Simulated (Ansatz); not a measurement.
**1T-NiSSe monolayer in a perpendicular field**

Wanted: the out-of-plane response of the 1T-NiSSe monolayer. A positive field points along +c.

Calculated with Ansatz 0.2.0; plane-wave DFT, PBE-D3(BJ), Ansatz PAW.

This is a report of a sequence of runs, with most program output left out.

**1. Set-up**

The cell holds 3 atoms: 1 Se, 1 Ni and 1 S. Its edges and angles: a = 3.450 Å, b = 3.450 Å, c = 20.121 Å, α = 90.0°, β = 90.0°, γ = 120.0°. Vacuum lies along c.

**2. Relaxation**

The starting cell is a guess, so the in-plane lattice and the atoms are relaxed first, with the slab cut off from its images along the normal. The program lengthens the vector along the normal by itself, so c and the volume that it reports differ from the typed ones.

Input file input.yaml:

```yaml
crystal:
  lattice:
    - [3.45, 0.0, 0.0]
    - [-1.725, 2.9877876431, 0.0]
    - [0.0, 0.0, 20.1210168115]
  atoms:
    - { symbol: Se, position: [0.6666666667, 0.3333333333, 0.4472934984] }
    - { symbol: Ni, position: [0.0, 0.0, 0.5079469007] }
    - { symbol: S, position: [0.3333333333, 0.6666666667, 0.5527065016] }
  periodic: [true, true, false]
kpoints:
  mp_grid: { grid: [12, 12, 1] }
hamiltonian:
  xc: pbe
  dispersion: d3bj
scf:
  occupations: { method: fermi_dirac, width: 0.05 }
  convergence: { dr2_threshold: 1.0e-09 }
relax:
  f_tol: 0.004
  max_steps: 90
  cell: {}
output:
  write_potential: true
  write_density: true
  volumetric_format: npy
```

Run with:

```sh
ansatz run input.yaml --threads 2 --pin off --max-ram 3072MiB --backend cpu --events-out ev --progress --plain --runs-dir out
```

The job ended after 43 s (2 threads of Arm Neoverse V2, shared host; peak memory 0.53 GiB; 81 s of CPU time).

This run has no spin polarisation, although Ni can carry a moment.

Relaxation path:

| step | energy less that of the first step (eV) | largest force component (eV/Å) | volume (Å³) |
| --- | --- | --- | --- |
| 1 | 0.0000 | 2.2177 | 289.05 |
| 2 | -0.2656 | 0.5043 | 280.42 |
| 3 | -0.2777 | 0.1315 | 280.16 |
| 4 | -0.2785 | 0.0303 | 281.16 |
| 5 | -0.2786 | 0.0026 | 281.55 |
| 6* | -0.2784 | 0.0025 | 281.55 |

Relaxation steps marked * repeat the geometry before them on a plane-wave basis chosen anew for their cell, so energy and pressure can jump there.

Forces are held to the 6 operations that the run works with; a distortion that breaks them can't arise in this run.

| cell as run | before | after | change |
| --- | --- | --- | --- |
| a (Å) | 3.450 | 3.405 | -1.3 % |
| b (Å) | 3.450 | 3.405 | -1.3 % |

The atoms that moved most (Å, along periodic axes as changes of fractional coordinates times the final cell, across vacuum about the mean position):

| atom | dx | dy | dz | length |
| --- | --- | --- | --- | --- |
| S3 | 0.000 | 0.000 | 0.185 | 0.185 |
| Se1 | 0.000 | 0.000 | -0.132 | 0.132 |
| Ni2 | 0.000 | 0.000 | -0.053 | 0.053 |

Final coordinates:

```
Se Ni S
1.0
     3.40493    0.00000    0.00000
    -1.70246    2.94875    0.00000
     0.00000    0.00000   28.04203
Se Ni S
1 1 1
Direct
  0.66667 0.33333 0.31622
  0.00000 0.00000 0.36259
  0.33333 0.66667 0.40318
```

This step gave:

```yaml
energy_at_zero_smearing: -12212.2995 eV
```

The lattice constant a goes from 3.450 to 3.405 Å.

**3. Single point, field 0**

A sawtooth potential applies the field, turning back in the middle of the vacuum. With the dipole correction the typed value is the field outside the slab. The induced dipole is small, so the SCF threshold is tight.

The cell differs from the one that the last finished run ended in (c 28.042 → 20.438 Å).

Input file input.yaml:

```yaml
crystal:
  lattice:
    - [3.4049284223, 0.0, 0.0]
    - [-1.7024642112, 2.9487545118, 0.0]
    - [0.0, 0.0, 20.4384108917]
  atoms:
    - { symbol: Se, position: [0.6666666667, 0.3333333333, 0.4403473464] }
    - { symbol: Ni, position: [0.0, 0.0, 0.5039665978] }
    - { symbol: S, position: [0.3333333333, 0.6666666667, 0.5596526536] }
kpoints:
  mp_grid: { grid: [18, 18, 1] }
  band_path:
    path: [[0, 0, 0], [0.5, 0, 0], [0.33333333, 0.33333333, 0], [0, 0, 0]]
    npoints: 16
hamiltonian:
  xc: pbe
  dispersion: d3bj
scf:
  occupations: { method: fermi_dirac, width: 0.05 }
  convergence: { dr2_threshold: 1.0e-10 }
efield:
  axis: 3
  dipole_correction: true
  ramp_position: 0.97
  ramp_width: 0.06
  amplitude: 0
output:
  dos: { projected: true, e_range: [-6, 5] }
  bader: true
  write_potential: true
  write_density: true
  volumetric_format: npy
  elf: true
```

It took 29 s on 2 threads; peak memory 0.51 GiB; 55 s of CPU time.

Numbers from this step:

```yaml
energy_at_zero_smearing: -12212.3003 eV
dipole_along_the_normal: -0.04148 e·Å
gap_along_the_path: 0.2518 eV
smallest_direct_gap_along_the_path: 0.8377 eV
step_between_the_vacuum_levels: 0.7476 eV
ionisation_energy_upper_face: 5.663 eV
electron_affinity_upper_face: 5.411 eV
ionisation_energy_lower_face: 4.915 eV
gap_the_smaller_of_path_and_mesh: 0.2518 eV
```

Running mean over a fixed 2.7 Å (it still follows the layers) of the planar mean; the ramp of the sawtooth is left out. The electron's electrostatic potential energy less the Fermi level by z:

| z (Å) | electron's electrostatic potential energy less the Fermi level (eV) |
| --- | --- |
| 3.0 | 4.83 |
| 3.5 | 4.83 |
| 4.0 | 4.83 |
| 4.5 | 4.83 |
| 5.0 | 4.82 |
| 5.5 | 4.81 |
| 6.0 | 4.77 |
| 6.5 | 4.60 |
| 7.0 | 3.85 |
| 7.5 | 2.28 |
| 8.0 | 0.455 |
| 8.5 | -1.73 |
| 9.0 | -4.42 |
| 9.5 | -6.76 |
| 10.0 | -7.80 |
| 10.5 | -8.07 |
| 11.0 | -7.02 |
| 11.5 | -4.56 |
| 12.0 | -1.60 |
| 12.5 | 1.05 |
| 13.0 | 3.36 |
| 13.5 | 4.98 |
| 14.0 | 5.45 |
| 14.5 | 5.55 |
| 15.0 | 5.57 |
| 15.5 | 5.57 |
| 16.0 | 5.58 |
| 16.5 | 5.58 |
| 17.0 | 5.58 |
| 17.5 | 5.58 |

The density of states has structure finer than the step of the table below, so its rows give means over 0.25 eV, whole bins alone (the curve runs from -6 to 2.16 eV). Peaks (eV: height): -5.040: 10.0, -4.730: 11.7, -4.070: 8.81, -3.820: 7.54, -2.310: 14.7, -2.000: 7.19, 0.970: 8.50.

The density of states by energy, zero at the Fermi level of the run, which the smearing sets inside the gap; means over each step:

energy (eV), density of states (states/eV a cell) and a bar:
```
    -5.75        1.4 ######
    -5.50        0.9 ####
    -5.25        3.2 ##############
    -5.00        4.6 ####################
    -4.75        3.5 ###############
    -4.50        1.3 #####
    -4.25        4.5 ###################
    -4.00        4.2 ##################
    -3.75        3.9 #################
    -3.50        2.0 #########
    -3.25        3.3 ##############
    -3.00        3.3 ##############
    -2.75        2.7 ############
    -2.50        3.0 #############
    -2.25        6.9 ##############################
    -2.00        4.9 #####################
    -1.75        3.0 #############
    -1.50        3.8 ################
    -1.25        2.6 ###########
    -1.00        2.3 ##########
    -0.75        1.5 #######
    -0.50        1.8 ########
    -0.25        0.6 ###
     0.00        0.1 
     0.25        2.2 #########
     0.50        3.0 #############
     0.75        2.5 ###########
     1.00        4.2 ##################
     1.25        2.7 ############
     1.50        1.1 #####
     1.75        0.0 
     2.00        0.0
```

Projected DOS per atom over height of the atomic layer and energy from the Fermi level. Layers: Se Ni S from below.

Ten even steps from '0' (0.00 states/eV) to '9' (3.88 states/eV), each cell a mean:
```
000
000
212
323
222
000
000
102
112
132
152
291
181
151
141
131
263
151
122
424
101
101
```
Columns: height of the atomic layer (Å) from 9 to 11.4 (not evenly spaced); rows upwards: energy from the Fermi level (eV) from -5.96 to 2.14.

The electronic bands at the labelled points (eV, zero at the Fermi level of the run, which the smearing sets inside the gap):

| point | band 17 | band 18 | band 19 | band 20 | band 21 | band 22 | band 23 | band 24 |
| --- | --- | --- | --- | --- | --- | --- | --- | --- |
| Γ | -1.83 | -0.99 | -0.09 | -0.09 | 1.64 | 1.64 | 4.28 | 5.09 |
| halfway | -2.29 | -1.49 | -0.95 | -0.81 | 0.25 | 1.42 | 5.20 | 5.76 |
| M | -2.52 | -2.29 | -2.18 | -1.95 | 0.95 | 1.37 | 4.66 | 6.39 |
| halfway | -2.70 | -2.35 | -1.96 | -1.60 | 0.54 | 0.92 | 5.72 | 7.45 |
| K | -3.22 | -2.42 | -1.82 | -1.63 | 0.25 | 0.71 | 6.24 | 7.83 |
| halfway | -2.30 | -1.61 | -1.54 | -0.63 | 0.50 | 0.79 | 5.55 | 6.24 |
| Γ | -1.83 | -0.99 | -0.09 | -0.09 | 1.64 | 1.64 | 4.28 | 5.09 |

Electrostatic potential energy in the ca plane at fractional y = 0.000, with atoms of Ni within 0.2 Å of it. With pseudopotentials it is smooth inside the atoms' cores, unlike the true potential.

Ten even steps from '0' (-31 eV) to '9' (4 eV), each cell a mean:
```
99999999999999999999971000289999999999999999
99999999999999999999885102689999999999999999
99999999999999999998877777888999999999999999
99999999999999999987667888777899999999999999
99999999999999999987567888777899999999999999
99999999999999999988778888878999999999999999
99999999999999999998887545789999999999999999
99999999999999999999983000489999999999999999
99999999999999999999971000289999999999999999
```
Columns run along c (16.0 Å, from fractional 0.08 to 0.86 of the cell; values clipped at the 3rd and 97th percentile), rows up along a (3.4 Å). Atoms in or near the plane, at fractional coordinates: Ni at (0.50, 0.00).

Valence density in the ca plane at fractional y = 0.000, with atoms of Ni within 0.2 Å of it. It is the smooth field of the valence electrons, not physical close to the nuclei.

Values in e/Å³, 5 rows by 16 columns, each cell a mean:
```
 0  0  0  0  0  0  0 11  1  0  0  0  0  0  0  0
 0  0  0  0  0  0  0  0  0  0  0  0  0  0  0  0
 0  0  0  0  0  0  0  0  0  0  0  0  0  0  0  0
 0  0  0  0  0  0  0  1  0  0  0  0  0  0  0  0
 0  0  0  0  0  0  1 20  2  0  0  0  0  0  0  0
```
Columns run along c (16.0 Å, from fractional 0.14 to 0.92 of the cell), rows up along a (3.4 Å). Atoms in or near the plane, at fractional coordinates: Ni at (0.50, 0.00).

ELF in the ca plane at fractional y = 0.000, with atoms of Ni within 0.2 Å of it. It is the smooth field of the valence electrons, not physical close to the nuclei.

Ten even steps from '0' (0.00) to '9' (0.74), each cell a mean:
```
00000000000000011224663221000000000000000000
00000000000000134432332342100000000000000000
00000000000013578873225787531000000000000000
00000000000136899985347999853100000000000000
00000000000136899985347999863100000000000000
00000000000024789885236998742000000000000000
00000000000001356652223564310000000000000000
00000000000000012323542221000000000000000000
00000000000000001225874210000000000000000000
```
Columns run along c (16.0 Å, from fractional 0.14 to 0.92 of the cell), rows up along a (3.4 Å). Atoms in or near the plane, at fractional coordinates: Ni at (0.50, 0.00).

The gap is 0.25 eV, with the valence edge 5.66 eV and the conduction edge 5.41 eV under the upper vacuum level.

**4. Atoms held, field 0.1 V/Å**

input.yaml: that of step 3 with these lines changed.

```diff
@@ -25,6 +25,4 @@
   ramp_width: 0.06
-  amplitude: 0
+  amplitude: 0.1
 output:
-  dos: { projected: true, e_range: [-6, 5] }
-  bader: true
   write_potential: true
@@ -32,2 +30 @@
   volumetric_format: npy
-  elf: true
```

Run time: 19 s. Hardware: 2 threads; peak memory 0.5 GiB.

The dipole is -0.0152 e·Å, 0.0262 e·Å from its value without field, and the gap 0.251 eV.

**5. Single point, field -0.1 V/Å**

input.yaml: that of step 4 with these lines changed.

```diff
@@ -25,3 +25,3 @@
   ramp_width: 0.06
-  amplitude: 0.1
+  amplitude: -0.1
 output:
```

Run time: 19 s. Hardware: 2 threads; peak memory 0.5 GiB; 37 s of CPU time.

The dipole is -0.0677 e·Å, -0.0262 e·Å from its value without field, and the gap 0.253 eV.

**6. Atoms held, field 0.2 V/Å**

input.yaml: that of step 5 with these lines changed.

```diff
@@ -25,3 +25,3 @@
   ramp_width: 0.06
-  amplitude: -0.1
+  amplitude: 0.2
 output:
```

Elapsed: 19 s, on 2 threads; peak memory 0.5 GiB; 36 s of CPU time.

The dipole is 0.0110 e·Å, 0.0525 e·Å from its value without field, and the gap 0.250 eV.

**7. Single point, field -0.2 V/Å**

input.yaml: that of step 6 with these lines changed.

```diff
@@ -25,3 +25,3 @@
   ramp_width: 0.06
-  amplitude: 0.2
+  amplitude: -0.2
 output:
```

It took 19 s on 2 threads; peak memory 0.5 GiB; 37 s of CPU time.

The dipole is -0.0939 e·Å, -0.0524 e·Å from its value without field, and the gap 0.253 eV.

**8. Single point, field 0.35 V/Å**

input.yaml: that of step 7 with these lines changed.

```diff
@@ -25,4 +25,6 @@
   ramp_width: 0.06
-  amplitude: -0.2
+  amplitude: 0.35
 output:
+  dos: { projected: true, e_range: [-6, 5] }
+  bader: true
   write_potential: true
@@ -30 +32,2 @@
   volumetric_format: npy
+  elf: true
```

It took 31 s on 2 threads; peak memory 0.51 GiB.

The dipole is 0.0506 e·Å, 0.0920 e·Å from its value without field, and the gap 0.249 eV.

**9. Response, atoms held**

This step: plane-wave DFT, PBE-D3(BJ), Ansatz PAW; response to a field along the normal, atoms held (Ansatz 0.2.0).

The dipoles give the slope, and the difference of two potentials shows where the field is screened.

Numbers from this step:

```yaml
equivalent_conductor_thickness_p_eps_0ae: 4.726 Å
distance_between_the_outer_atoms: 2.438 Å
```

Table of dipole of the cell by applied field:

| applied field (V/Å) | dipole of the cell (e·Å) |
| --- | --- |
| -0.200 | -0.0939 |
| -0.100 | -0.0677 |
| 0.000 | -0.0415 |
| 0.100 | -0.0152 |
| 0.200 | 0.0110 |
| 0.350 | 0.0506 |

Local field over the applied field, running mean. From the potentials at -0.1 and 0.1 V/Å; running mean over 2.5 Å. Local field over applied field against z:

| z (Å) | local field over applied field |
| --- | --- |
| 4.12 | 0.999 |
| 4.54 | 0.997 |
| 4.97 | 0.993 |
| 5.39 | 0.984 |
| 5.82 | 0.965 |
| 6.25 | 0.926 |
| 6.67 | 0.853 |
| 7.10 | 0.737 |
| 7.52 | 0.595 |
| 7.95 | 0.445 |
| 8.37 | 0.297 |
| 8.80 | 0.168 |
| 9.23 | 0.0768 |
| 9.65 | 0.0297 |
| 10.08 | 0.0142 |
| 10.36 | 0.0173 |
| 10.79 | 0.0430 |
| 11.21 | 0.108 |
| 11.64 | 0.216 |
| 12.06 | 0.353 |
| 12.49 | 0.505 |
| 12.92 | 0.655 |
| 13.34 | 0.791 |
| 13.77 | 0.891 |
| 14.19 | 0.950 |
| 14.62 | 0.978 |
| 15.04 | 0.991 |
| 15.47 | 0.996 |
| 15.90 | 0.999 |
| 16.32 | 0.999 |

Electrons, planar mean, per unit field. Table of induced electron density by z:

| z (Å) | induced electron density (e/Å³ per V/Å) |
| --- | --- |
| 4.12 | 5.3e-6 |
| 4.54 | 1.3e-5 |
| 4.97 | 3.1e-5 |
| 5.39 | 7.4e-5 |
| 5.82 | 1.7e-4 |
| 6.25 | 3.7e-4 |
| 6.67 | 7.9e-4 |
| 7.10 | 0.00157 |
| 7.52 | 0.00275 |
| 7.95 | 0.00347 |
| 8.37 | 0.00213 |
| 8.80 | 9.2e-4 |
| 9.23 | 6.8e-4 |
| 9.65 | 1.8e-4 |
| 10.08 | -5.5e-5 |
| 10.36 | -3.4e-4 |
| 10.79 | -7.1e-5 |
| 11.21 | -8.6e-4 |
| 11.64 | -0.00102 |
| 12.06 | -0.00286 |
| 12.49 | -0.00353 |
| 12.92 | -0.00235 |
| 13.34 | -0.00120 |
| 13.77 | -5.5e-4 |
| 14.19 | -2.4e-4 |
| 14.62 | -1.0e-4 |
| 15.04 | -4.2e-5 |
| 15.47 | -1.7e-5 |
| 15.90 | -6.3e-6 |
| 16.32 | -2.5e-6 |

The smaller of the gaps on the path and on the k-mesh, counted as 0 under 0.03 eV. Gap against applied field:

| applied field (V/Å) | gap (eV) |
| --- | --- |
| -0.200 | 0.253 |
| -0.100 | 0.253 |
| 0.000 | 0.252 |
| 0.100 | 0.251 |
| 0.200 | 0.250 |
| 0.350 | 0.249 |

By hand: between -0.1 and 0.1 V/Å the dipole changes by 0.05245 e·Å, a slope of 0.2622 e·Å²/V. A perfect conductor of thickness t has p = ε₀AEt, so t = 180.95 × 0.2622 / 10.040 = 4.73 Å (e/ε₀ = 180.95 V·Å, A in Å²).

The induced dipole is that of a conductor 4.73 Å thick.

**10. Field on, atoms free, field 0.1 V/Å**

This step: plane-wave DFT, PBE-D3(BJ), Ansatz PAW (Ansatz 0.2.0).

Now the atoms may follow the field. A weak field makes forces of meV/Å to tens of meV/Å, so the force tolerance is set well below the usual one.

input.yaml, the sections that differ from step 8:

```yaml
kpoints:
  mp_grid: { grid: [12, 12, 1] }
efield:
  axis: 3
  dipole_correction: true
  ramp_position: 0.97
  ramp_width: 0.06
  amplitude: 0.1
relax:
  f_tol: 0.001
  max_steps: 60
output:
  write_potential: true
  write_density: true
  volumetric_format: npy
# crystal, hamiltonian, scf: as in step 8
```

Elapsed: 14 s, on 2 threads; peak memory 0.43 GiB.

Hardly anything moved in the relaxation; the energy changed by under 0.2 meV an atom.

This step gave:

```
energy at zero smearing : -12212.2975 eV
dipole along the normal : -0.01525 e·Å
```

The relaxation took 3 steps and lowered the energy by 7.4e-7 eV; the largest force on the free atoms ends at 2.7e-4 eV/Å.

The dipole is -0.0153 e·Å, 0.0262 e·Å from its value without field, and the gap on the mesh 0.252 eV.

**11. Field on, atoms free, field -0.1 V/Å**

The opposite sign, again from the field-free geometry; the difference of the two cancels what relaxes without a field.

input.yaml: that of step 10 with these lines changed.

```diff
@@ -22,3 +22,3 @@
   ramp_width: 0.06
-  amplitude: 0.1
+  amplitude: -0.1
 relax:
```

The job ended after 10 s (2 threads; peak memory 0.43 GiB; 19 s of CPU time).

Hardly anything moved in the relaxation; the energy changed by under 0.2 meV an atom.

Numbers from this step:

```yaml
energy_at_zero_smearing: -12212.3058 eV
dipole_along_the_normal: -0.06771 e·Å
```

The relaxation took 2 steps and lowered the energy by 9.6e-8 eV; the largest force on the free atoms ends at 3.3e-4 eV/Å.

The dipole is -0.0677 e·Å, -0.0262 e·Å from its value without field, and the gap on the mesh 0.253 eV.

**12. Response, atoms relaxed**

This step: plane-wave DFT, PBE-D3(BJ), Ansatz PAW; response to a field along the normal, atoms relaxed (Ansatz 0.2.0).

The same analysis on the two relaxed runs holds the ionic part too; their mesh is coarser, so small differences from the held value can come from that.

This step gave:

| Item | Value |
| --- | --- |
| equivalent conductor thickness p/(ε₀AE) | 4.727 Å |

Table of dipole of the cell by applied field:

| applied field (V/Å) | dipole of the cell (e·Å) |
| --- | --- |
| -0.1000 | -0.0677 |
| 0.1000 | -0.0153 |

Local field over the applied field, running mean. From the potentials at -0.1 and 0.1 V/Å; running mean over 2.5 Å. The local field over applied field by z:

z (Å), local field over applied field and a bar:
```
     4.12      0.999 ##############################
     4.54      0.997 ##############################
     4.97      0.993 ##############################
     5.39      0.984 ##############################
     5.82      0.965 #############################
     6.25      0.927 ############################
     6.67      0.855 ##########################
     7.10      0.741 ######################
     7.52      0.595 ##################
     7.95      0.443 #############
     8.37      0.288 ########
     8.80      0.160 ####
     9.23      0.074 ##
     9.65      0.029 
    10.08      0.015 
    10.36      0.020 
    10.79      0.052 #
    11.21      0.117 ###
    11.64      0.216 ######
    12.06      0.351 ##########
    12.49      0.504 ###############
    12.92      0.653 ###################
    13.34      0.789 ########################
    13.77      0.891 ###########################
    14.19      0.949 ############################
    14.62      0.978 #############################
    15.04      0.991 ##############################
    15.47      0.996 ##############################
    15.90      0.998 ##############################
    16.32      0.999 ##############################
```

(Continued in part 2 of 2.)

[Logs are printed without paths, hosts, clocks, repeated set-up lines and the standing remarks that a program may print on its own settings, such as how far it seeks lower states.]

[Hosts, paths, dates, database ids (printed as entryN), source tags and the programs' standing remarks are cut or masked in the printed files.]

[Maps of the electrostatic potential energy from Ansatz leave out the sawtooth potential of an applied field or a dipole correction, so their vacuum need not be flat; planar profiles and work functions include it.]

[The density of states shown here was stored with 400 of the rows of the run's finer table, so its peaks can read low, often by over a quarter, or be missed, and its means over a window can be off by a tenth or more.]
